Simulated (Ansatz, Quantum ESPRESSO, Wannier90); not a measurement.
# Ballistic channels from Wannier functions: straight Mg chain, spacing 3.24 Å, part 4 of 5

Wanted: localised orbitals and the quantum conductance of this wire: straight Mg chain, spacing 3.24 Å.

Quantum ESPRESSO 7.5 and Wannier90 3.1.0; plane-wave DFT, PBE, GBRV ultrasoft pseudopotentials; cross-check by Ansatz 0.2.0 with PAW datasets.

So far. Step 2 (SCF with pw.x): The run needed 10 iterations to bring the estimated error under 1e-07 Ry. Step 6 (Localisation, bands and conductance): Bands and channels are those of the Wannier model: bands that were not projected, and all outside the frozen window, are missing or only approximate.

## Step 9: Localisation, bands and conductance, with dist_cutoff = 7.13

Level of this step: maximally localised Wannier functions and ballistic conductance; plane-wave DFT, PBE, GBRV ultrasoft pseudopotentials (Wannier90).

A sensitivity test on the input.

wan_w.win

```
num_wann = 4
num_bands = 15
num_iter = 200
num_print_cycles = 20
conv_tol = 1e-8
conv_window = 5
guiding_centres = true
dis_num_iter = 1500
dis_conv_tol = 1e-8
dis_win_min = -12.4459
dis_win_max = 7.5541
dis_froz_max = 0.0541
search_shells = 120
fermi_energy = -1.4459

transport = true
transport_mode = bulk
one_dim_axis = z
dist_cutoff = 7.13
dist_cutoff_mode = one_dim
tran_win_min = -4.0
tran_win_max = 2.0
tran_energy_step = 0.02

bands_plot = true
bands_num_points = 96
begin kpoint_path
G 0.0 0.0 0.0 Z 0.0 0.0 0.5
end kpoint_path

begin projections
Mg:s;p
end projections

begin unit_cell_cart
ang
  8.0000000000 0.0000000000 0.0000000000
  0.0000000000 8.0000000000 0.0000000000
  0.0000000000 0.0000000000 3.2400000000
end unit_cell_cart

begin atoms_frac
  Mg 0.0000000000 0.0000000000 0.0000000000
end atoms_frac

mp_grid = 1 1 12
begin kpoints
  0.0 0.0 0.0000000000
  0.0 0.0 0.0833333333
  0.0 0.0 0.1666666667
  0.0 0.0 0.2500000000
  0.0 0.0 0.3333333333
  0.0 0.0 0.4166666667
  0.0 0.0 0.5000000000
  0.0 0.0 0.5833333333
  0.0 0.0 0.6666666667
  0.0 0.0 0.7500000000
  0.0 0.0 0.8333333333
  0.0 0.0 0.9166666667
end kpoints
```

Command:

```sh
OMP_NUM_THREADS=1 wannier90.x wan_w > wan_w.run.log
```

What it wrote:

```text
[banner, memory and clock lines left out]
+---------------------------------------------------+
             |                                                   |
             |                   WANNIER90                       |
             |                                                   |
             +---------------------------------------------------+
             |                                                   |
             |        Welcome to the Maximally-Localized         |
             |        Generalized Wannier Functions code         |
             |                             |
             |                                                   |
             |                                                   |
             |  Wannier90 Developer Group:                       |
             |    Giovanni Pizzi    (EPFL)                       |
             |    Valerio Vitale    (Cambridge)                  |
             |    David Vanderbilt  (Rutgers University)         |
             |    Nicola Marzari    (EPFL)                       |
             |    Ivo Souza         (Universidad del Pais Vasco) |
             |    Arash A. Mostofi  (Imperial College London)    |
             |    Jonathan R. Yates (University of Oxford)       |
             |                                                   |
             |  For the full list of Wannier90 3.x authors,      |
             |  please check the code documentation and the      |
             |  README on the GitHub page of the code            |
             |                                                   |
             |                                                   |
             |                                                   |
             |  [ref] "Wannier90 as a community code:            |
             |        new features and applications",            |
             |        165902 (2020).                             |
             |            |
             |                                                   |
             |  in any publications arising from the use of      |
             |                                                   |
             |  [ref] "Maximally Localized Generalised Wannier   |
             |         Functions for Composite Energy Bands"     |
             |         N. Marzari and D. Vanderbilt              |
             |         Phys. Rev. B 56 12847 (1997)              |
             |                                                   |
             |  [ref] "Maximally Localized Wannier Functions     |
             |         for Entangled Energy Bands"               |
             |         I. Souza, N. Marzari and D. Vanderbilt    |
             |         Phys. Rev. B 65 035109 (2001)             |
             |                                                   |
             |                                                   |
             | Copyright (c) 1996-2020                           |
             |        The Wannier90 Developer Group and          |
             |        individual contributors                    |
             |                                                   |
             |      Release: 3.1.0        5th March    2020      |
             |                                                   |
             | This program is free software; you can            |
             | redistribute it and/or modify it under the terms  |
             | of the GNU General Public License as published by |
             | the Free Software Foundation; either version 2 of |
             | the License, or (at your option) any later version|
             |                                                   |
             | This program is distributed in the hope that it   |
             | will be useful, but WITHOUT ANY WARRANTY; without |
             | even the implied warranty of MERCHANTABILITY or   |
             | FITNESS FOR A PARTICULAR PURPOSE. See the GNU     |
             | General Public License for more details.          |
             |                                                   |
             | You should have received a copy of the GNU General|
             | Public License along with this program; if not,   |
             | write to the Free Software Foundation, Inc.,      |
             | 675 Mass Ave, Cambridge, MA 02139, USA.           |
             |                                                   |
             +---------------------------------------------------+
[date or host left out]
             +---------------------------------------------------+

 ******************************************************************************
 * -> Using CODATA 2006 constant values                                       *
 *    (                      *
 * -> Using Bohr value from CODATA                                            *
 ******************************************************************************

 Running in serial (with parallel executable)

                                    ------
                                    SYSTEM
                                    ------

                              Lattice Vectors (Ang)
                    a_1     8.000000   0.000000   0.000000
                    a_2     0.000000   8.000000   0.000000
                    a_3     0.000000   0.000000   3.240000

                   Unit Cell Volume:     207.36000  (Ang^3)

                        Reciprocal-Space Vectors (Ang^-1)
                    b_1     0.785398   0.000000   0.000000
                    b_2     0.000000   0.785398   0.000000
                    b_3     0.000000   0.000000   1.939255

 *----------------------------------------------------------------------------*
 |   Site       Fractional Coordinate          Cartesian Coordinate (Ang)     |
 +----------------------------------------------------------------------------+
 | Mg   1   0.00000   0.00000   0.00000   |    0.00000   0.00000   0.00000    |
 *----------------------------------------------------------------------------*
                                ------------
                                K-POINT GRID
                                ------------

             Grid size =  1 x  1 x 12      Total points =   12

 *---------------------------------- MAIN ------------------------------------*
 |  Number of Wannier Functions               :                 4             |
 |  Number of Objective Wannier Functions     :                 4             |
 |  Number of input Bloch states              :                15             |
 |  Output verbosity (1=low, 5=high)          :                 1             |
[...]
O_D=      0.0513612 O_OD=      2.9490895 O_TOT=     13.3439566 <-- SPRD
 Delta: O_D= -0.7921542E-03 O_OD= -0.4804688E-02 O_TOT= -0.5596842E-02 <-- DLTA
 Cycle:     40
  WF centre and spread    1  (  0.005337,  0.347856,  0.000659 )     3.41000106
  WF centre and spread    2  (  0.000212, -0.002675, -1.620465 )     2.99674847
  WF centre and spread    3  ( -0.010242,  0.000010,  0.002060 )     3.50958678
  WF centre and spread    4  ( -0.000296, -0.317770, -0.002074 )     3.39360295
  Sum of centres and spreads ( -0.004988,  0.027421, -1.619820 )    13.30993925

     40    -0.261E-02     0.4788844111       13.3099392536       0.14  <-- CONV
        O_D=      0.0318375 O_OD=      2.9345959 O_TOT=     13.3099393 <-- SPRD
 Delta: O_D=  0.8558104E-03 O_OD= -0.3462768E-02 O_TOT= -0.2606958E-02 <-- DLTA
 Cycle:     60
[...]
Sum of centres and spreads ( -0.035334, -0.042181, -1.620125 )    12.33701264

     60    -0.143E+00     1.5403830672       12.3370126432       0.15  <-- CONV
        O_D=      0.1436019 O_OD=      1.8499049 O_TOT=     12.3370126 <-- SPRD
 Delta: O_D= -0.6259368E-02 O_OD= -0.1366450E+00 O_TOT= -0.1429043E+00 <-- DLTA
 Cycle:     80
[...]
Sum of centres and spreads ( -0.051843,  0.001025, -1.620163 )    12.06929574

     80    -0.651E-04     0.0242333240       12.0692957453       0.15  <-- CONV
        O_D=      0.1231423 O_OD=      1.6026476 O_TOT=     12.0692957 <-- SPRD
 Delta: O_D=  0.2674936E-04 O_OD= -0.9181894E-04 O_TOT= -0.6506958E-04 <-- DLTA
 Cycle:    100
[...]
Sum of centres and spreads ( -0.115188,  0.001507, -1.620166 )    12.06741590

    100    -0.172E-03     0.0372530217       12.0674159029       0.16  <-- CONV
        O_D=      0.1228885 O_OD=      1.6010216 O_TOT=     12.0674159 <-- SPRD
 Delta: O_D= -0.4225799E-04 O_OD= -0.1293058E-03 O_TOT= -0.1715638E-03 <-- DLTA

 Writing checkpoint file wan_w.chk... done

 Cycle:    120
[...]
Sum of centres and spreads ( -0.234090, -0.003574, -1.620162 )    12.05763966

    120    -0.575E-03     0.1050336395       12.0576396602       0.16  <-- CONV
        O_D=      0.1207808 O_OD=      1.5933530 O_TOT=     12.0576397 <-- SPRD
 Delta: O_D= -0.5389071E-04 O_OD= -0.5210095E-03 O_TOT= -0.5749002E-03 <-- DLTA
 Cycle:    140
[...]
Sum of centres and spreads ( -0.319826,  0.000868, -1.620160 )    12.02491133

    140    -0.115E-02     0.1179724125       12.0249113361       0.17  <-- CONV
        O_D=      0.1115618 O_OD=      1.5698437 O_TOT=     12.0249113 <-- SPRD
 Delta: O_D= -0.2902410E-03 O_OD= -0.8578533E-03 O_TOT= -0.1148094E-02 <-- DLTA
 Cycle:    160
[...]
Sum of centres and spreads ( -0.291088,  0.001581, -1.620173 )    12.00402141

    160    -0.635E-03     0.0775319794       12.0040214099       0.17  <-- CONV
        O_D=      0.1000631 O_OD=      1.5604524 O_TOT=     12.0040214 <-- SPRD
 Delta: O_D= -0.8352235E-03 O_OD=  0.2001383E-03 O_TOT= -0.6350852E-03 <-- DLTA
 Cycle:    180
[...]
Sum of centres and spreads ( -0.265450, -0.001999, -1.620159 )    11.99871615

    180    -0.414E-04     0.0288667763       11.9987161504       0.18  <-- CONV
        O_D=      0.0938910 O_OD=      1.5613192 O_TOT=     11.9987162 <-- SPRD
 Delta: O_D= -0.3585911E-04 O_OD= -0.5518365E-05 O_TOT= -0.4137747E-04 <-- DLTA
 Cycle:    200
  WF centre and spread    1  (  0.381420,  1.265451,  0.004324 )     2.87892779
  WF centre and spread    2  (  0.025802,  0.000244, -1.620087 )     3.00676609
  WF centre and spread    3  ( -1.032404,  0.000227,  0.001716 )     3.21792681
  WF centre and spread    4  (  0.370906, -1.267182, -0.006112 )     2.89441567
  Sum of centres and spreads ( -0.254276, -0.001260, -1.620159 )    11.99803635

    200    -0.696E-05     0.0094949548       11.9980363550       0.18  <-- CONV
        O_D=      0.0914418 O_OD=      1.5630887 O_TOT=     11.9980364 <-- SPRD
 Delta: O_D= -0.3397627E-04 O_OD=  0.2701730E-04 O_TOT= -0.6958973E-05 <-- DLTA

 Writing checkpoint file wan_w.chk... done

 Final State
  WF centre and spread    1  (  0.381420,  1.265451,  0.004324 )     2.87892779
  WF centre and spread    2  (  0.025802,  0.000244, -1.620087 )     3.00676609
  WF centre and spread    3  ( -1.032404,  0.000227,  0.001716 )     3.21792681
  WF centre and spread    4  (  0.370906, -1.267182, -0.006112 )     2.89441567
  Sum of centres and spreads ( -0.254276, -0.001260, -1.620159 )    11.99803635

         Spreads (Ang^2)       Omega I      =    10.343505885
        ================       Omega D      =     0.091441769
                               Omega OD     =     1.563088701
    Final Spread (Ang^2)       Omega Total  =    11.998036355
 Time for wannierise            0.052 (sec)

 Writing checkpoint file wan_w.chk... done

 *---------------------------------------------------------------------------*
 |                               PLOTTING                                    |
 *---------------------------------------------------------------------------*

 Translated centres
    translation centre in fractional coordinate:  0.000000  0.000000  0.000000
  WF centre     1  (  0.381420,  1.265451,  0.004324 )
  WF centre     2  (  0.025802,  0.000244,  1.619913 )
  WF centre     3  ( -1.032404,  0.000227,  0.001716 )
  WF centre     4  (  0.370906, -1.267182, -0.006112 )

 Calculating interpolated band-structure

 Time to calculate interpolated band structure       0.003 (sec)

 Time for plotting              0.006 (sec)

 *---------------------------------------------------------------------------*
 |                              TRANSPORT                                    |
 *---------------------------------------------------------------------------*

 Calculation of Quantum Conductance and DoS: bulk mode

 Maximum imaginary part of the real-space Hamiltonian:     0.025497

     Maximum real part of the real-space Hamiltonian at each lattice point
            Lattice point R           Max |H_ij(R)|
                  -7                     0.000000
                  -6                     0.000000
                  -5                     0.000000
                  -4                     0.000000
                  -3                     0.000000
                  -2                     0.203868
                  -1                     1.220921
                   0                     1.223195
                   1                     1.220921
                   2                     0.203868
                   3                     0.000000
                   4                     0.000000
                   5                     0.000000
                   6                     0.000000
                   7                     0.000000

 Number of unit cells inside the principal layer:     2
 Number of Wannier Functions inside the principal layer:     8

 Calculating quantum conductance and density of states... done

 Time for transport             0.028 (sec)
 Total Execution Time           0.249 (sec)

 *===========================================================================*
 |                             TIMING INFORMATION                            |
 *===========================================================================*
 |    Tag                                                Ncalls      Time (s)|
 |---------------------------------------------------------------------------|
 |kmesh: get                                        :         1         0.014|
 |overlap: allocate                                 :         1         0.000|
 |overlap: read                                     :         1         0.013|
 |dis: main                                         :         1         0.132|
 |wann: main                                        :         1         0.052|
 |plot: main                                        :         1         0.006|
 |tran: main                                        :         1         0.028|
 *---------------------------------------------------------------------------*

 All done: wannier90 exiting
[key lines of the parts left out:]
|  Fermi energy (eV)                         :            -1.446             |
```

It took 0.69 s on 1 MPI rank of Arm Neoverse V1, shared host; peak memory 0.09 GiB.

The total spread is 12.0 against 12.0 Å². Between −2 and 1.5 eV the channel count differs from the first run's at 5 % of the energies, and at the Fermi level it is 0 against 0. Spreads don't depend on this cutoff; only the transport does.

## Step 10: Neighbour list from wannier90 -pp, with dis_win_max − E_F = -1.0

One more run, with a changed input.

wan_bad.win

```
num_wann = 4
num_bands = 15
num_iter = 200
num_print_cycles = 20
conv_tol = 1e-8
conv_window = 5
guiding_centres = true
dis_num_iter = 1500
dis_conv_tol = 1e-8
dis_win_min = -12.4459
dis_win_max = -2.4459
dis_froz_max = 0.0541
search_shells = 120
fermi_energy = -1.4459

transport = true
transport_mode = bulk
one_dim_axis = z
dist_cutoff = 19.34
dist_cutoff_mode = one_dim
tran_win_min = -4.0
tran_win_max = 2.0
tran_energy_step = 0.02

bands_plot = true
bands_num_points = 96
begin kpoint_path
G 0.0 0.0 0.0 Z 0.0 0.0 0.5
end kpoint_path

begin projections
Mg:s;p
end projections

begin unit_cell_cart
ang
  8.0000000000 0.0000000000 0.0000000000
  0.0000000000 8.0000000000 0.0000000000
  0.0000000000 0.0000000000 3.2400000000
end unit_cell_cart

begin atoms_frac
  Mg 0.0000000000 0.0000000000 0.0000000000
end atoms_frac

mp_grid = 1 1 12
begin kpoints
  0.0 0.0 0.0000000000
  0.0 0.0 0.0833333333
  0.0 0.0 0.1666666667
  0.0 0.0 0.2500000000
  0.0 0.0 0.3333333333
  0.0 0.0 0.4166666667
  0.0 0.0 0.5000000000
  0.0 0.0 0.5833333333
  0.0 0.0 0.6666666667
  0.0 0.0 0.7500000000
  0.0 0.0 0.8333333333
  0.0 0.0 0.9166666667
end kpoints
```

Command:

```sh
OMP_NUM_THREADS=1 wannier90.x -pp wan_bad > wan_bad.pp.log
```

The job ended after 0.46 s (1 MPI rank; peak memory 0.09 GiB).

## Step 11: Overlaps and projections

The same post-processing, on the changed run.

wan_bad.p2w.in

```
&inputpp
  prefix = 'nscf'
  outdir = './out'
  seedname = 'wan_bad'
  write_mmn = .true.
  write_amn = .true.
  write_unk = .false.
/
```

Command:

```sh
OMP_NUM_THREADS=1 mpirun -n 2 pw2wannier90.x -in wan_bad.p2w.in > wan_bad.p2w.out
```

Wall time 2.9 s (2 MPI ranks); peak memory 0.12 GiB.

[end of part 4 of 5]

[Logs are printed without paths, hosts, clocks, repeated set-up lines and the standing remarks that a program may print on its own settings, such as how far it seeks lower states.]

[Hosts, paths, dates, database ids (printed as entryN), source tags and the programs' standing remarks are cut or masked in the printed files.]

[Maps of the electrostatic potential energy from Ansatz leave out the sawtooth potential of an applied field or a dipole correction, so their vacuum need not be flat; planar profiles and work functions include it.]
